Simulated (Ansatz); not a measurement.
# TlS (Pm-3m): from the cell to its phonons, part 2 of 2

How does TlS (Pm-3m) vibrate, and is this structure a minimum?

Ansatz 0.2.0; DFT PBEsol, scalar-relativistic, plane waves, PAW; PAW set soft_1.

So far. Step 3 (Tight relaxation): The forces vanish by symmetry and the pressure is 0.006 GPa, within the tolerances set. The cell now holds 21.69 Å³/atom. The relaxed cell has a = 3.513 Å (conventional setting).

**4. Modes at Γ**

The zone centre comes first: it holds the modes that light can see, as far as symmetry allows. No field response is asked, since the mesh shows no gap.

The input, input.yaml:

```yaml
crystal:
  lattice:
    - [3.5134324571, 0.0, 0.0]
    - [0.0, 3.5134324571, 0.0]
    - [0.0, 0.0, 3.5134324571]
  atoms:
    - { symbol: Tl, position: [0.5, 0.5, 0.5] }
    - { symbol: S, position: [0.0, 0.0, 0.0] }
kpoints:
  mp_grid: { grid: [12, 12, 12] }
hamiltonian:
  xc: pbesol
  pseudopotentials: { kind: paw, azcp: { folder: soft_1 }, xc_functional: pbe }
scf:
  occupations: { method: methfessel_paxton, width: 0.2 }
output:
  eigenvalues: true
phonons:
  method: dfpt
```

Command:

```
ansatz run input.yaml --threads 4 --pin off --max-ram 10240MiB --backend cpu --events-out ev --progress --plain --runs-dir out
```

Numbers of over 12 decimals in the logs are rounded to 6 here.

The log of the run:

```text
[...]
Crystal: 2 atoms, lattice volume = 43.371 Å³
Basis set: ecut = 420 eV, 847 PW (Γ), exchange–correlation on 48×48×48 points (8 copies of the dense FFT grid, shifted against one another)
Bands: 14, of which v1, the nominal top of the filled ones, is band 10 counted from 1 (9 counted from 0)
Symmetry: 48 space group operations
k-points: 196 of 1728 (irreducible under 8 space group operations, time reversal used)
[...]
SCF iter   1: F=—  HF=-12182.642553 eV  |F-HF|=—  |Δ(HF+E_count)|=         —  Δρ=1.77e-2  dr2=1.35e-1  ethr=3.10e-3  ⟨swp⟩=6.2  Hψ=17130  notcnv=0
[...]
SCF iter   8: F=-12182.601405 eV  HF=-12182.601405 eV  |F-HF|=5.46e-12  |Δ(HF+E_count)|=  7.28e-12  S|Δr|=    0.00e0  Δρ=6.59e-8  dr2=1.05e-12  ethr=1.00e-12  ⟨swp⟩=8.1  Hψ=15830  notcnv=0
SCF 1 converged in 8 iterations: F = -12182.601405 eV  dr2 = 1.05e-12
[...]
DFPT response loops at Γ: preconditioner auto → Kerker (q_TF=auto, 2.378 Å⁻¹) (partly filled bands, converged f_vac=0.000); β = 1.00, the filter's whole step (`scf.mixing.beta` (0.50) is not read by the response loops under this deck's `scf.mixing.preconditioner`; to damp them name `kerker` or `kerker_dos`, under which they read `scf.mixing.beta`, and type it under 1.00, their step now; both keys bind the ground state too); Broyden in place of MSR1
SCF converged after 8 iterations
[...]
Free energy (F): -12182.601405 eV
[...]
Internal energy: -12182.602218 eV  (E = F + TS)
E sigma→0 (E₀):  -12182.601608 eV
Entropy (-TS):   0.000813 eV (0.407 meV/atom)
Fermi energy:    9.197378 eV
[...]
--- Band table (eV; the first three rows and the last of 196) ---
  k-point 0: bands = [... 6 lower, 5.2662, 8.0136, 8.0136, 8.0136, 15.8472, 15.8472, 18.9243, 18.9243]
  k-point 1: bands = [... 6 lower, 4.9866, 8.0795, 8.0795, 8.1758, 15.8719, 15.9430, 18.6110, 18.6110]
  k-point 2: bands = [... 6 lower, 4.3263, 8.2667, 8.2667, 8.5511, 15.7228, 15.9426, 17.8575, 17.8575]
  k-point 195: bands = [... 6 lower, 7.3113, 7.3113, 7.3113, 7.3192, 10.3331, 10.3331, 10.3331, 25.2644]
--- Phonons (Γ-DFPT): 2 representative perturbations + reference, on 196 of 1728 k-points (Σ response iterations 6) ---
  k mesh reduced under 8 symmetry operations, with k and −k counted as one. Each operation leaves every solved perturbation unchanged. A smaller set is not used because it would not reduce the number of displacements times k-points to solve
  ASR residual: 4.315e-5 → 0.000e0 eV/Å²; symmetrization residual: 1.767e-6 eV/Å²
  ASR residual per site (eV/Å²): 2.39e-5 4.31e-5
  Γ frequencies (cm⁻¹): 0.00 0.00 0.00 56.78 56.78 56.78
  non-analytic LO–TO correction: not included (Born effective charges unavailable; polar crystals: no LO–TO splitting at Γ)
```

Run time: 7.1 s. Hardware: 4 threads of Arm Neoverse V1, shared host; peak memory 0.59 GiB; 26 s of CPU time.

In the SCF lines HF is the Harris–Foulkes energy and dr2 the Hartree energy of the density residual, in eV; the loop may stop once dr2 is under the threshold and the program's other checks hold. Hψ counts applications of the Hamiltonian.

Numbers from this step:

```
sum-rule residual before enforcement                    : 4.31e-5 eV/Å²
point group                                             : m-3m
highest optical mode at the zone centre (no LO-TO term) : 56.78 cm⁻¹
lowest optical zone-centre mode                         : 56.78 cm⁻¹
```

Patterns of degenerate modes are one choice out of their space. The modes at Γ (shares of kinetic energy by element, %):

| mode | frequency (cm⁻¹) | symmetry | Tl % | S % |
| --- | --- | --- | --- | --- |
| 1 | 0.0 | acoustic | 86 | 14 |
| 2 | 0.0 | acoustic | 86 | 14 |
| 3 | 0.0 | acoustic | 86 | 14 |
| 4 | 56.8 | T1u | 14 | 86 |
| 5 | 56.8 | T1u | 14 | 86 |
| 6 | 56.8 | T1u | 14 | 86 |

Displacements in mode 5 (56.8 cm⁻¹), the largest set to 1:
```
Tl1 -0.16  0.00  0.00
S2   1.00  0.00  0.00
```

Before it was imposed, the acoustic sum rule was missed by 4.3e-5 eV/Å². Small misses are needed for a sound result but don't prove that mesh and cutoff are converged. The lowest optical mode is real, 56.8 cm⁻¹.

**5. The dispersion**

Stability and thermal properties need the whole zone. Linear response on a 4×4×4 q mesh gives force constants as far as a supercell of that size would.

input.yaml, as its differences from that of step 4:

```diff
@@ -19 +19,8 @@
   method: dfpt
+  qmesh: [4, 4, 4]
+  temperatures: { t_max: 1000, t_step: 50 }
+  qpath:
+    path:
+      - [[0.0, 0.0, 0.0], [0.0, 0.5, 0.0], [0.5, 0.5, 0.0], [0.0, 0.0, 0.0], [0.5, 0.5, 0.5], [0.0, 0.5, 0.0]]
+      - [[0.5, 0.5, 0.5], [0.5, 0.5, 0.0]]
+    npoints: 10
```

The log of the run:

```text
[...]
Crystal: 2 atoms, lattice volume = 43.371 Å³
Basis set: ecut = 420 eV, 847 PW (Γ), exchange–correlation on 48×48×48 points (8 copies of the dense FFT grid, shifted against one another)
Bands: 14, of which v1, the nominal top of the filled ones, is band 10 counted from 1 (9 counted from 0)
Symmetry: 48 space group operations
k-points: 84 of 1728
[...]
SCF iter   1: F=—  HF=-12182.642587 eV  |F-HF|=—  |Δ(HF+E_count)|=         —  Δρ=1.77e-2  dr2=1.36e-1  ethr=3.10e-3  ⟨swp⟩=6.2  Hψ=7318  notcnv=0
[...]
SCF iter   8: F=-12182.601405 eV  HF=-12182.601405 eV  |F-HF|=0.00e0  |Δ(HF+E_count)|=  1.82e-12  S|Δr|=    0.00e0  Δρ=6.59e-8  dr2=1.00e-12  ethr=1.00e-12  ⟨swp⟩=8.1  Hψ=6827  notcnv=0
SCF 1 converged in 8 iterations: F = -12182.601405 eV  dr2 = 1.00e-12
[...]
phonons: the bands overlap, so this run is a metal and interpolates without the dipole-dipole term. If the crystal is really an insulator or semiconductor, its LO-TO splitting is missing
NSCF: frozen V_eff on 84 k-points
WARN: eigensolver did not converge in 6 slots of this pass, the one above among them; of largest residual over every band (k=81): 1 band(s) unlocked (lowest unlocked band 13, counted from 0; max residual 4.07e-5 eV among the unlocked bands, 4.07e-5 eV over every band); of lowest unlocked band (k=74): band 13
[...]
DFPT response loops at q = (0, 0, 0) (fractional): preconditioner auto → Kerker (q_TF=auto, 2.378 Å⁻¹) (partly filled bands, converged f_vac=0.000); β = 1.00, the filter's whole step (`scf.mixing.beta` (0.50) is not read by the response loops under this deck's `scf.mixing.preconditioner`; to damp them name `kerker` or `kerker_dos`, under which they read `scf.mixing.beta`, and type it under 1.00, their step now; both keys bind the ground state too); Broyden in place of MSR1
[...]
SCF converged after 8 iterations
[...]
Free energy (F): -12182.601405 eV
[...]
Internal energy: -12182.602218 eV  (E = F + TS)
E sigma→0 (E₀):  -12182.601608 eV
Entropy (-TS):   0.000813 eV (0.407 meV/atom)
Fermi energy:    9.197378 eV
[...]
--- Band table (eV; the first three rows and the last of 84) ---
  k-point 0: bands = [... 6 lower, 5.2662, 8.0136, 8.0136, 8.0136, 15.8472, 15.8472, 18.9243, 18.9243]
  k-point 1: bands = [... 6 lower, 4.9866, 8.0795, 8.0795, 8.1758, 15.8719, 15.9430, 18.6110, 18.6110]
  k-point 2: bands = [... 6 lower, 4.3263, 8.2667, 8.2667, 8.5511, 15.7228, 15.9426, 17.8575, 17.8575]
  k-point 83: bands = [... 6 lower, 7.3113, 7.3113, 7.3113, 7.3192, 10.3331, 10.3331, 10.3331, 25.2644]
--- Phonons (Γ-DFPT): 2 representative perturbations + reference (Σ response iterations 6) ---
  ASR residual: 5.090e-5 → 0.000e0 eV/Å²; symmetrization residual: 6.156e-7 eV/Å²
  ASR residual per site (eV/Å²): 2.67e-5 5.09e-5
  Γ frequencies (cm⁻¹): 0.00 0.00 0.00 56.78 56.78 56.78
--- Phonons (arbitrary-q DFPT): 10 irreducible q on the 4×4×4 mesh ---
  q = [0.0000, 0.0000, 0.0000] (star 1, of the zone-centre solve; hermiticity 3.75e-6, symmetrization 6.38e-11): 0.00 0.00 0.00 56.78 56.78 56.78
  q = [0.0000, 0.0000, 0.2500] (star 6, 4 solved perturbations in 1848 linear systems a pass and spin channel, the states on 588 of 1728 k-point pairs; hermiticity 2.37e-6, symmetrization 3.55e-12): -62.20 -62.20 21.17 21.17 62.94 133.04
[...]
q = [0.0000, 0.2500, -0.5000] (star 12, 6 solved perturbations on 588 of 1728 k-point pairs; hermiticity 1.15e-6, symmetrization 2.72e-8): -106.74 15.99 48.11 77.84 139.62 152.23
[...]
sum rule: each row above includes the acoustic sum rule's correction from the zone centre's row sums; it moved no ω² by more than (0.66 cm⁻¹)²
  mesh force constants: q→R imaginary residual 1.79e-18; ASR residual 5.090e-5 → 0.000e0 eV/Å²; symmetrization residual 2.665e-15 eV/Å²
  interpolated dispersion: 62 rows × 6 modes
  density of states and harmonic sums: on the 20×20×20 q-mesh, interpolated from the force constants of a 4×4×4 supercell (no non-analytic term)
  largest difference from the sums on the solved wave vectors: F 5.06e-2 eV, S 5.98e-5 and C_V 1.80e-5 eV/K
  zero-point energy: 0.027992 eV/cell   skipped modes (ω ≤ 0): 211, of them read as no rigid motion or as one in doubt: 208 (6.900e-1 modes/cell left out, lowest -127.85 cm⁻¹)   left out of the sums: 1.15e-1 of the cell's modes: C_V's classical limit lies that fraction below 3 k_B per atom; for a crystal, a wire or a layer, F and S can be off by more, and a phonons.interpolated_qmesh denser along its periods is the remedy for the sampling
```

The job ended after 3.1 min (4 threads; peak memory 1.5 GiB).

This step gave:

```
sum-rule residual before enforcement                    : 5.09e-5 eV/Å²
lowest frequency on the path                            : -127.8 cm⁻¹
highest frequency on the path or at a solved wavevector : 187.6 cm⁻¹
lowest mode on the q mesh (acoustic modes at Γ apart)   : -127.8 cm⁻¹
```

Frequencies (cm⁻¹) solved at each irreducible wavevector; negative means imaginary. Frequencies by wavevector, by row:

```csv
q in reciprocal lattice units,star,mode 1,mode 2,mode 3,mode 4,mode 5,mode 6
0 0 0,1,0,0,0,56.8,56.8,56.8
0 0 0.25,6,-62.2,-62.2,21.2,21.2,62.9,133
0 0 -0.5,3,-49.1,-49.1,23.6,23.6,87.9,132.2
0 0.25 0.25,12,-107.3,18.3,47.2,65.7,108.3,149.6
0 0.25 -0.5,12,-106.7,16,48.1,77.8,139.6,152.2
0 -0.5 -0.5,3,-127.8,-12.7,64.5,64.5,187.6,187.6
0.25 0.25 0.25,8,50.3,50.3,61.3,103.4,139.9,139.9
0.25 0.25 -0.5,12,45.1,53.9,73,121.5,124.1,157.4
0.25 -0.5 -0.5,6,50.6,67.3,67.3,122.8,174.4,174.4
-0.5 -0.5 -0.5,1,70.1,70.1,70.1,173,173,173
```

Interpolated from a 4×4×4 q mesh. The phonon branches at the labelled points (cm⁻¹):

```
    point  branch 1  branch 2  branch 3  branch 4  branch 5  branch 6
        Γ         0         0         0        57        57        57
  halfway       -62       -62        21        21        63       133
        X       -49       -49        24        24        88       132
  halfway      -107        16        48        78       140       152
        M      -128       -13        64        64       188       188
  halfway      -107        18        47        66       108       150
        Γ         0         0         0        57        57        57
  halfway        50        50        61       103       140       140
        R        70        70        70       173       173       173
  halfway        45        54        73       122       124       157
        X       -49       -49        24        24        88       132
jump to R        70        70        70       173       173       173
  halfway        51        67        67       123       174       174
        M      -128       -13        64        64       188       188
```

The phonon branches as a text plot (rows in cm⁻¹):

```
    181 |             ****                                    ***
    168 |           **   ****               ********      ****
    155 |           *     *  *           ***      * **     *
    142 |    **   **                    *          *  **    *
    128 |   *  ***         ** *          **         *   **   *
    115 |          *           *       *            *
    102 |  *                 *       ** *            *
     89 | *    ****           * *                    * ***
     76 |    **    ***         *    *         *********   *
     63 |*  *        ********** ****   *******  ****  *   *******
     50 |*          *      *** * * * ****          ***       *
     36 | **      **          ***   ****             ***      *
     23 |  *********         ***** ****                ***     *
     10 |*          **    ***    * *
     -3 |*            *  *       **                             *
    -16 | *            **
    -29 |  *     *
    -42 |                       *                       *     *
    -56 |      ***                                       *
    -69 |   ***                *
    -82 |         *
    -95 |          *          *                                *
   -108 |                    *
   -121 |           *********                                   *
         Γ      X      M          Γ            R        X|R     M
```

Tetrahedra on a 20×20×20 mesh, mean over bins of 5 cm-1. Interpolated from a 4×4×4 q mesh. The phonon density of states by wavenumber; read off at these points:

```
wavenumber (cm⁻¹)  phonon density of states (1/cm⁻¹/cell)
             -128                                  3.8e-4
             -118                                 0.00472
             -108                                 0.00573
              -92                                 0.00672
              -82                                 0.00674
              -72                                 0.00719
              -62                                  0.0085
              -52                                 0.00751
              -42                                 0.00512
              -28                                 0.00386
              -18                                 0.00369
               -8                                 0.00447
                2                                  0.0052
               12                                  0.0109
               22                                   0.056
               38                                  0.0372
               48                                  0.0447
               58                                  0.0476
               68                                  0.0978
               78                                  0.0322
               88                                  0.0142
              102                                  0.0105
              112                                  0.0103
              122                                  0.0126
              132                                  0.0165
              142                                  0.0317
              152                                  0.0307
              168                                  0.0389
              178                                  0.0128
              188                                 0.00113
```

The partial phonon density of states has structure finer than the step of the table below, so its rows give means over 10 cm⁻¹, whole bins alone (the curve runs from -138 to 202 cm⁻¹). Peaks (cm⁻¹: height): S -69.0: 0.0122, -56.2: 0.0117, 57.1: 0.0124, 89.2: 0.0142, 112.7: 0.0228, 142.6: 0.0384, 161.9: 0.0376; Tl 22.9: 0.0525, 40.0: 0.0434, 67.8: 0.0842.

Phonopy on the run's constants, 17x17x17 mesh, Gaussian sigma 2.4 cm-1. Interpolated from a 4×4×4 q mesh. The partial phonon density of states by wavenumber; means over each step; values in 1/cm⁻¹/cell:

```
wavenumber (cm⁻¹)        S       Tl
             -130   7.6e-4        0
             -120  0.00375   2.1e-6
             -110  0.00693   1.3e-5
             -100  0.00588   1.6e-5
              -90  0.00498   1.4e-5
              -80  0.00865   2.0e-5
              -70  0.00984   2.9e-5
              -60  0.00830   3.5e-5
              -50  0.00714   4.8e-5
              -40  0.00621   1.0e-4
              -30  0.00429   2.4e-4
              -20  0.00196   3.8e-4
              -10   3.4e-4  0.00123
                0   2.0e-5   7.0e-4
               10   4.0e-4  0.00656
               20   6.8e-4   0.0355
               30  0.00145   0.0410
               40  0.00509   0.0357
               50  0.00692   0.0389
               60   0.0102   0.0500
               70  0.00762   0.0650
               80  0.00455   0.0202
               90   0.0111  0.00269
              100  0.00464   6.3e-5
              110   0.0137   6.9e-5
              120   0.0129   7.9e-5
              130   0.0127   9.9e-5
              140   0.0306   2.1e-4
              150   0.0290   2.9e-4
              160   0.0345   3.3e-4
              170   0.0328   3.1e-4
              180   0.0109   1.3e-4
              190  0.00128   1.7e-5
```

Second derivatives of the energy by pair, one row for each kind of neighbour of each atom listed. Each entry sums the pair over the periodic images of the supercell that the q mesh stands for, and in a polar crystal it holds the long-range dipole part too. Force constants by pair, by row:

```csv
atom,neighbour,distance (Å),third of the trace (eV/Å²),along the pair's line (eV/Å²)
Tl1,itself,0,2.217,–
Tl1,S,3.043,-0.0334,-0.2326
Tl1,Tl,3.513,-0.2192,-0.9578
Tl1,Tl,4.969,-0.015,-0.12
Tl1,S,5.826,0.0058,0.0377
Tl1,Tl,6.085,-0.0513,-0.1678
Tl1,Tl,7.027,-0.0151,-0.0488
S2,itself,0,1.534,–
S2,Tl,3.043,-0.0334,-0.2326
S2,S,3.513,-0.3152,-1.017
S2,S,4.969,0.0488,0.197
S2,Tl,5.826,0.0058,0.0377
S2,S,6.085,0.0249,0.0973
S2,S,7.027,-0.0703,-0.4224
```

Symmetry leaves 10 wavevectors to solve. The lowest mode among them, the acoustic zeros apart, lies at q = (0, -0.5, -0.5) and is imaginary, 127.8i cm⁻¹, so the energy falls along it.

**6. Isotope substitution, element S, natural mass 32.06 amu**

An isotope changes the mass and not the force constants, so no new electronic calculation is needed; the shifts show which modes move this element.

The same force constants with the mass of S changed from 32.060 to 33.968 u (phonopy, no LO-TO term). Both lists are sorted by frequency; levels can cross, so a row need not hold one and the same mode. Modes under 3 cm⁻¹ are left out. Isotope shifts, by row:

```csv
q,rank,natural mass (cm⁻¹),changed mass (cm⁻¹)
0 0 0,4,56.78,55.38
0 0 0,5,56.78,55.38
0 0 0,6,56.78,55.38
0 0 0.25,1,-62.2,-60.42
0 0 0.25,2,-62.2,-60.42
0 0 0.25,3,21.17,21.17
0 0 0.25,4,21.17,21.17
0 0 0.25,5,62.94,62.92
0 0 0.25,6,133,129.3
0 0 -0.5,1,-49.15,-47.75
0 0 -0.5,2,-49.15,-47.75
0 0 -0.5,3,23.63,23.63
0 0 -0.5,4,23.63,23.63
0 0 -0.5,5,87.89,87.89
0 0 -0.5,6,132.2,128.4
0 0.25 0.25,1,-107.3,-104.3
0 0.25 0.25,2,18.29,18.29
0 0.25 0.25,3,47.16,47.14
0 0.25 0.25,4,65.73,65.72
0 0.25 0.25,5,108.3,105.2
0 0.25 0.25,6,149.6,145.4
```

A mode of this element alone would shift by -2.85 %. The highest zone-centre frequency without the field goes from 56.8 to 55.4 cm⁻¹ (-2.5 %). The product of the frequency ratios over all optical modes at Γ is 0.928; the product rule, (m/m′)^(3k/2) (M′/M)^(3/2) with k = 1 such atoms and M the mass of the cell, gives 0.928.

**7. Another isotope, element Tl, natural mass 204.38 amu**

The same for Tl, from 204.38 to 202.97 u.

A mode of this element alone would shift by +0.35 %. The highest zone-centre frequency without the field goes from 56.8 to 56.8 cm⁻¹ (+0.1 %). The product of the frequency ratios over all optical modes at Γ is 1.002; the product rule, (m/m′)^(3k/2) (M′/M)^(3/2) with k = 1 such atoms and M the mass of the cell, gives 1.001.

**8. What came out**

```yaml
space_group_after_relaxation_within_0p01_a: Pm-3m
volume_per_atom: 21.7 Å³
electronic_character: no gap on this mesh
highest_optical_mode_at_the_zone_centre_no_lo_to_term: 56.8 cm⁻¹
lowest_optical_zone_centre_mode: 56.8 cm⁻¹
lowest_mode_on_the_q_mesh_acoustic_modes_at_gamma_apart: -128 cm⁻¹
highest_frequency_on_the_path_or_at_a_solved_wavevector: 188 cm⁻¹
imaginary_modes_on_the_4x4x4_q_mesh: yes
```

What this shows: Modes are clearly imaginary (beyond 10i cm⁻¹) at 5 of the 10 irreducible wavevectors, most at q = (0, -0.5, -0.5) (127.8i cm⁻¹), so this structure is not a minimum of the energy. The optical modes at Γ form one degenerate level at 57 cm⁻¹. The highest mode in this list at Γ, 56.8 cm⁻¹, is mostly motion of S (86 % of the kinetic energy). With no gap, or one that is small against the smearing, the frequencies hang on the k mesh and the smearing, most of all near Kohn anomalies. The phonon runs are without spin polarisation, although the cell has an odd electron count. Spin-orbit coupling is left out, which can matter for the heavy elements here. The PAW files were made for PBE and serve the other functionals too. A phonon run warned that its eigensolver left some bands unconverged in a pass. These are harmonic frequencies at zero temperature: anharmonic shifts, linewidths and thermal expansion are left out.

[Logs are printed without paths, hosts, clocks, repeated set-up lines and the standing remarks that a program may print on its own settings, such as how far it seeks lower states.]

[Hosts, paths, dates, database ids (printed as entryN), source tags and the programs' standing remarks are cut or masked in the printed files.]
